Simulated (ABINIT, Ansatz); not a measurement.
## How the form of the self-energy moves the gap of KI (Fm-3m)

Wanted: the gap of KI (Fm-3m) under several approximations, with cost.

Calculated with ABINIT 10.8.3; PBE and many-body steps on it, plane waves.

This is a report of a sequence of runs, with most program output left out.

## (1) The starting structure

It takes space group Fm-3m (No. 225, cubic). Conventional cell: a = 7.066 Å, b = 7.066 Å, c = 7.066 Å, α = 90.00°, β = 90.00°, γ = 90.00°. K has 6 I at 3.53 Å nearest. Nearest to I lie 6 K at 3.53 Å. Farther neighbours and most contacts between anions are not listed.

The cell and positions come from the Crystallography Open Database and are kept as given unless a step says otherwise. Spin-orbit coupling is left out unless a step names it.

## (2) Empty states on the mesh, 4×4×4 mesh, 683 bands

This step: ABINIT 10.8.3; DFT, PBE, plane waves, norm-conserving pseudopotentials.

The sums over transitions need many empty states on a uniform mesh; this step solves for them.

File run.abi:

```
acell 3*1.0 Angstrom
rprim 
  0.000000000000 3.532775000000 3.532775000000
  3.532775000000 0.000000000000 3.532775000000
  3.532775000000 3.532775000000 -0.000000000000
ntypat 2
znucl 19 53
natom 2
typat 1 2
xred 
  0.000000000000 0.000000000000 0.000000000000
  0.500000000000 0.500000000000 0.500000000000
pp_dirpath "pseudos"
pseudos "K.upf, I.upf"
ecut 33
ngkpt 4 4 4
nshiftk 1
shiftk 0 0 0
kptopt 1
chksymbreak 0
iscf -2
irdden 1
istwfk *1
nband 683
nbdbuf 62
tolwfr 1e-09
nstep 60
prtvol 0
indata_prefix "in"
outdata_prefix "out"
tmpdata_prefix "tmp"
```

On the command line:

```
> OMP_NUM_THREADS=1 mpirun -n 4 abinit run.abi > log
```

Elapsed: 14 min, on 4 MPI ranks of Arm Neoverse V1, shared host; peak memory 0.82 GiB; 58 min of CPU time.

Numbers from this step:

- gap: 3.962 eV
- k of the valence top: 0, 0, 0
- k of the conduction bottom: 0, 0, 0
- least direct gap: 3.962 eV
- k points computed: 8
- lowest point of the top converged band, above the valence top: 203.4941 eV

On this mesh the gap is 3.962 eV.

The density comes from a self-consistent run that is not shown.

## (3) Screening, 4×4×4 mesh, 258 bands, screening to 247.6 eV

The RPA dielectric matrix is built and inverted for each q.

This step: RPA screening on PBE, plane waves, norm-conserving pseudopotentials.

run.abi: that of step 2 with these lines changed.

```diff
@@ -20,10 +20,11 @@
 chksymbreak 0
-iscf -2
-irdden 1
 istwfk *1
-nband 683
-nbdbuf 62
-tolwfr 1e-09
-nstep 60
-prtvol 0
+occopt 1
+irdwfk 1
+optdriver 3
+nband 258
+ecuteps 9.1
+inclvkb 2
+awtr 1
+symchi 1
 indata_prefix "in"
```

The job ended after 4.2 min (4 MPI ranks; peak memory 2.9 GiB; 17 min of CPU time).

This step gave:

```
ε∞ with local fields, on this mesh, along the program's q direction : 2.656
the same without local fields                                       : 3.276
plasma frequency                                                    : 15.82 eV
plane waves in the screening matrix                                 : 749
```

Local fields lower ε∞ by 19 %.

## (4) G0W0, Godby-Needs plasmon pole

The self-energy is evaluated for the states that the input lists, and the levels follow from it, in one-shot runs by the linearised quasiparticle equation.

This step: G0W0 on PBE, plane waves, norm-conserving pseudopotentials.

run.abi: that of step 3 with these lines changed.

```diff
@@ -23,8 +23,15 @@
 irdwfk 1
-optdriver 3
+optdriver 4
 nband 258
+gwcalctyp 0
+ecutsigx 33
+symsigma 1
+nkptgw 1
+kptgw 
+  0.0000000000 0.0000000000 0.0000000000
+bdgw 
+  6 12
 ecuteps 9.1
-inclvkb 2
-awtr 1
-symchi 1
+irdscr 1
+ppmodel 1
 indata_prefix "in"
```

Run time: 98 s. Hardware: 4 MPI ranks; peak memory 3.8 GiB.

Numbers from this step:

```
G0W0 gap on the points computed              : 6.067 eV
starting gap on the mesh                     : 3.962 eV
k of the valence top                         : 0, 0, 0
k of the conduction bottom                   : 0, 0, 0
Z at the valence top                         : 0.808
Z at the conduction bottom                   : 0.85
least direct G0W0 gap on the computed points : 6.067 eV
```

The gap on the mesh goes from 3.96 eV to 6.07 eV, a correction of +2.10 eV.

## (5) G0W0, von der Linden-Horsch plasmon pole

run.abi: that of step 4 with these lines changed.

```diff
@@ -35,3 +35,3 @@
 irdscr 1
-ppmodel 1
+ppmodel 3
 indata_prefix "in"
```

Run time: 55 s. Hardware: 4 MPI ranks; peak memory 3.3 GiB.

Numbers from this step:

* G0W0 gap on the points computed: 6.246 eV
* starting gap on the mesh: 3.962 eV
* k of the valence top: 0, 0, 0
* k of the conduction bottom: 0, 0, 0
* Z at the valence top: 0.866
* Z at the conduction bottom: 0.896
* least direct G0W0 gap on the computed points: 6.246 eV

Against G0W0 in ABINIT (4×4×4 mesh, 258 bands, screening to 247.6 eV, Godby-Needs plasmon pole), the gap moves by +0.179 eV.

## (6) G0W0, Engel-Farid plasmon pole

run.abi: that of step 5 with these lines changed.

```diff
@@ -35,3 +35,3 @@
 irdscr 1
-ppmodel 3
+ppmodel 4
 indata_prefix "in"
```

The job ended after 53 s (4 MPI ranks; peak memory 3.2 GiB).

Numbers from this step:

- G0W0 gap on the points computed: 6.119 eV
- starting gap on the mesh: 3.962 eV
- k of the valence top: 0, 0, 0
- k of the conduction bottom: 0, 0, 0
- least direct G0W0 gap on the computed points: 6.119 eV

Against G0W0 in ABINIT (4×4×4 mesh, 258 bands, screening to 247.6 eV, Godby-Needs plasmon pole), the gap moves by +0.052 eV.

## (7) One-shot Hartree-Fock

This step: one-shot Hartree-Fock on PBE, plane waves, norm-conserving pseudopotentials.

run.abi: that of step 6 with these lines changed.

```diff
@@ -24,4 +24,4 @@
 optdriver 4
-nband 258
-gwcalctyp 0
+nband 12
+gwcalctyp 5
 ecutsigx 33
@@ -33,5 +33,4 @@
   6 12
-ecuteps 9.1
-irdscr 1
-ppmodel 4
+ixc_sigma 40
+fftgw 31
 indata_prefix "in"
```

Elapsed: 3 s, on 4 MPI ranks; peak memory 0.21 GiB.

Numbers from this step:

```yaml
quasiparticle_gap_on_the_points_computed: 10.50 eV
starting_gap_on_the_mesh: 3.962 eV
k_of_the_valence_top: 0, 0, 0
k_of_the_conduction_bottom: 0, 0, 0
least_direct_quasiparticle_gap_on_the_computed_points: 10.50 eV
```

Against G0W0 in ABINIT (4×4×4 mesh, 258 bands, screening to 247.6 eV, Godby-Needs plasmon pole), the gap moves by +4.429 eV.

## (8) Screening, 4×4×4 mesh, 258 bands, screening to 247.6 eV

This step: RPA screening on PBE, plane waves, norm-conserving pseudopotentials.

run.abi: that of step 7 with these lines changed.

```diff
@@ -23,14 +23,14 @@
 irdwfk 1
-optdriver 4
-nband 12
-gwcalctyp 5
-ecutsigx 33
-symsigma 1
-nkptgw 1
-kptgw 
-  0.0000000000 0.0000000000 0.0000000000
-bdgw 
-  6 12
-ixc_sigma 40
-fftgw 31
+optdriver 3
+nband 258
+ecuteps 9.1
+inclvkb 2
+awtr 1
+symchi 1
+gwcalctyp 2
+nfreqre 16
+freqremax 40 eV
+nfreqim 8
+spmeth 1
+nomegasf 120
 indata_prefix "in"
```

Elapsed: 12 min, on 4 MPI ranks; peak memory 5.5 GiB.

Numbers from this step:

| Property | Result |
| --- | --- |
| ε∞ with local fields, on this mesh, along the program's q direction | 2.673 |
| the same without local fields | 3.300 |
| plasma frequency | 15.82 eV |
| plane waves in the screening matrix | 749 |

## (9) G0W0, contour deformation

This step: G0W0 on PBE, plane waves, norm-conserving pseudopotentials.

run.abi: that of step 8 with these lines changed.

```diff
@@ -23,14 +23,15 @@
 irdwfk 1
-optdriver 3
+optdriver 4
 nband 258
+gwcalctyp 2
+ecutsigx 33
+symsigma 1
+nkptgw 1
+kptgw 
+  0.0000000000 0.0000000000 0.0000000000
+bdgw 
+  6 12
 ecuteps 9.1
-inclvkb 2
-awtr 1
-symchi 1
-gwcalctyp 2
-nfreqre 16
-freqremax 40 eV
-nfreqim 8
-spmeth 1
-nomegasf 120
+irdscr 1
+gwmem 01
 indata_prefix "in"
```

Elapsed: 55 s, on 4 MPI ranks; peak memory 3.5 GiB.

This step gave:

```yaml
g0w0_gap_on_the_points_computed: 6.012 eV
starting_gap_on_the_mesh: 3.962 eV
k_of_the_valence_top: 0, 0, 0
k_of_the_conduction_bottom: 0, 0, 0
least_direct_g0w0_gap_on_the_computed_points: 6.012 eV
```

Against G0W0 in ABINIT (4×4×4 mesh, 258 bands, screening to 247.6 eV, Godby-Needs plasmon pole), the gap moves by −0.055 eV.

## (10) The runs together

Times are wall times on 4 MPI ranks of Arm Neoverse V1, shared host, good to a factor of about two. A run's time includes the screening step that it read.

| run | mesh | bands | screening cutoff (eV) | DFT gap (eV) | gap on the mesh (eV) | direct (eV) | ε∞ used | time |
| --- | --- | --- | --- | --- | --- | --- | --- | --- |
| G0W0, Godby-Needs plasmon pole | 4×4×4 | 258 | 247.6 | 3.962 | 6.067 | 6.067 | 2.66 | 5.9 min |
| G0W0, von der Linden-Horsch plasmon pole | 4×4×4 | 258 | 247.6 | 3.962 | 6.246 | 6.246 | 2.66 | 5.1 min |
| G0W0, Engel-Farid plasmon pole | 4×4×4 | 258 | 247.6 | 3.962 | 6.119 | 6.119 | 2.66 | 5.1 min |
| one-shot Hartree-Fock | 4×4×4 | - | - | 3.962 | 10.496 | 10.496 | - | 3 s |
| G0W0, contour deformation | 4×4×4 | 258 | 247.6 | 3.962 | 6.012 | 6.012 | 2.67 | 13 min |

## (11) Summary of results

```yaml
g0w0_godby_needs_plasmon_pole: 6.067 eV
g0w0_von_der_linden_horsch_plasmon_pole: 6.246 eV
g0w0_engel_farid_plasmon_pole: 6.119 eV
one_shot_hartree_fock: 10.496 eV
g0w0_contour_deformation: 6.012 eV
known_limits: not at the basis limit; no spin-orbit coupling
```

In words: G0W0, von der Linden-Horsch plasmon pole: +0.179 eV against G0W0, Godby-Needs plasmon pole. G0W0, Engel-Farid plasmon pole: +0.052 eV against G0W0, Godby-Needs plasmon pole. One-shot Hartree-Fock: +4.429 eV against G0W0, Godby-Needs plasmon pole. G0W0, contour deformation: −0.055 eV against G0W0, Godby-Needs plasmon pole. Bare exchange alone opens the gap to 10.50 eV; against G0W0, correlation takes back 4.43 eV. Bands and cutoff are finite, so the gap is not at the basis limit. The miss can reach some tenths of an eV and take either sign; the mesh is an error of its own. In the G0W0 runs levels were corrected at 1 k point alone, so a gap called «on the mesh» is the least over those, and an edge elsewhere would be missed. The many-body steps are scalar-relativistic: spin-orbit coupling is not in them.

[Paths, hosts, dates, memory and timing lines, banners, echoed tables and standing remarks are left out of the program output.]

[Logs are printed without paths, hosts, clocks, repeated set-up lines and the standing remarks that a program may print on its own settings, such as how far it seeks lower states.]

[Runs of the session that timed out or met a known fault of the program may be left out.]

[Hosts, paths, dates, database ids (printed as entryN), source tags and the programs' standing remarks are cut or masked in the printed files.]

[G0W0 gaps are taken among the corrected bands and points alone; a level outside them can change the order at an edge.]

[Where Ansatz stands beside ABINIT at settings called matched, ABINIT's density can come from a denser mesh and the files from another edition; pairs whose starting gaps differed by over 0.03 eV were left out, so agreement reads better than it is.]
